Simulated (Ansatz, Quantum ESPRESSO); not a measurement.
## Equation of state of fluorite CoSi2

How stiff is fluorite CoSi2 under hydrostatic load? Each row relaxes cell and atoms at a set pressure. The phase is followed to these pressures whether or not it stays the stable one.

Calculated with Ansatz 0.2.0, PBEsol, PAW files of the set soft_1, cutoff 600 eV, Fermi–Dirac smearing 0.05 eV, k-mesh 14×14×14, no spin polarisation, no spin-orbit coupling.

Reference cell, relaxed at zero pressure with PBEsol (Fm-3m): a = 3.7567 Å, b = 3.7567 Å, c = 3.7567 Å, α = 60.00°, β = 60.00°, γ = 60.00°.

```
atom       x       y       z
  Co  0.0000  0.0000  0.0000
  Si  0.2500  0.2500  0.2500
  Si  0.7500  0.7500  0.7500
```

| V (Å³/atom) | V/V0 | P (GPa) | E − E0 (meV/atom) |
| --- | --- | --- | --- |
| 12.7689 | 1.0218 | −3.999 | 3.5 |
| 12.1957 | 0.9760 | 4.999 | 4.6 |
| 11.9300 | 0.9547 | 10.000 | 16.9 |
| 11.6920 | 0.9356 | 15.000 | 35.4 |
| 11.0981 | 0.8881 | 29.993 | 117.6 |

V0 = 12.4962 Å³ an atom, where the residual pressure P0 is 0.000 GPa. **Question.** Fit the Birch–Murnaghan law and give the pressure and the energy at V = 11.4764 Å³ an atom, a row left out above.

With the Eulerian strain f = ½[(V0/V)^(2/3) − 1] and F = (P − P0)/[3f(1 + 2f)^(5/2)], the third-order law is the line F = B0 + (3/2) B0 (B′ − 4) f.

| f | F (GPa) |
| --- | --- |
| 0.04116 | 199.33 |
| 0.02267 | 197.39 |
| 0.01570 | 196.56 |
| 0.00818 | 195.61 |
| −0.00714 | 193.41 |

A straight line through the 5 rows: the means are 0.01611 for f and 196.46 for F, Σ(Δx)² = 0.001274 and ΣΔxΔy = 0.1556, so the slope is 0.1556/0.001274 = 122.13 and the intercept 196.46 − (122.13)(0.01611) = 194.49.

Hence B0 = 194.5 GPa and B′ = 4 + (122.1)/(1.5 × 194.5) = 4.42. For the withheld volume f = 0.02920, F = 198.06 GPa and P = 19.99 GPa. The run itself gives 20.00 GPa, so the estimate misses by 0.01 GPa, a rounding's worth.

Integrating the same law gives E − E0 = (9/2) B0 V0 f²[1 + (B′ − 4) f] + P0(V0 − V), with 1 GPa Å³ = 6.2415 meV: 58.9 meV an atom. The run itself gives 58.9 meV, so the estimate misses by 0.0 meV, a rounding's worth.

The same fit over all rows at other levels or in other programs gives B0 = 195 GPa with PBEsol (Quantum ESPRESSO, GBRV).

[Logs are printed without paths, hosts, clocks, repeated set-up lines and the standing remarks that a program may print on its own settings, such as how far it seeks lower states.]
